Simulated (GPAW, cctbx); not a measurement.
# YPt2Pb2: what bonding does to one electron reflection, worked out

YPt2Pb2, I4/mmm (no. 139), a = 4.9745 Å, b = 4.9745 Å, c = 10.0784 Å, α = 90.00°, β = 90.00°, γ = 90.00°.

```csv
atom,mult.,x,y,z
Pb1,4,0,0,0.3572
Pt1,4,0,1/2,1/4
Y1,2,0,0,0
```

The cell comes from substitution in a known structure type and wasn't matched to any measured phase.

A DFT run (GPAW, PBE, 450 eV, 5×5×5 k-points, Fermi–Dirac width 0.1 eV) gives the static X-ray structure factor of 004 as 74.945 e for the conventional cell; superposed free atoms give 75.835 e. **Problem.** Find the Fourier component V of the crystal potential and the two-beam extinction distance at 200 kV in both cases.

**1. Geometry**

The cell volume is Ω = 249.40 Å³ and d(004) = 2.5196 Å, so g = 1/d = 0.3969 Å⁻¹.

**2. The nuclei**

Electrons feel nuclei as well as electrons, so the nuclear charges are summed with the same phases.

Phase sums Σ exp(2πi h·x), turned so that the total is real and positive: Pb -3.605, Pt +4.000, Y +2.000. Then F_Z = 82 × (-3.605) + 78 × (+4.000) + 39 × (+2.000) = 94.39 e. The electron term has the same sign for this reflection.

**3. Mott–Bethe**

Poisson's equation, term by term, gives V = (e/4πε₀)(F_Z − F)/(πΩg²), with e/4πε₀ = 14.3996 V Å.

The prefactor is 14.3996 × 2.5196²/(π × 249.40) = 0.11667 V per electron. Free atoms: (94.39 − 75.835) × 0.11667 = 2.164 V. Crystal: (94.39 − 74.945) × 0.11667 = 2.268 V. F changes by -1.17 % and V by +4.8 %: the same 0.89 e is measured against F_Z − F = 18.6 e in place of F = 75.8 e.

**4. Extinction distance**

In the two-beam case ξ = 1/(λU) with U = 2γm₀eV/h², that is ξ = 150.41 V Å²/(γλV).

At 200 kV, λ = 0.02508 Å and γ = 1.3914. Free atoms: ξ = 1992 Å. Crystal: ξ = 1900 Å. The thickness fringes go as sin²(πt/ξ), so the two patterns slip by a quarter of a period when t|1/ξ₁ − 1/ξ₀| = 1/4, at t ≈ 1038 nm, thicker than usual samples. Thermal motion, absorption and many-beam coupling, left out here, change a real pattern.

**5. Answer**

V(004) is 2.27 V against 2.16 V, and ξ is 1900 against 1992 Å. Limits: static atoms, two beams.

[Outputs are excerpts: Python notices, other lines and further rows are left out; steps that failed or that the build refused (PBEsol, TPSS) are not shown.]

[Logs are printed without paths, hosts, clocks, repeated set-up lines and the standing remarks that a program may print on its own settings, such as how far it seeks lower states.]
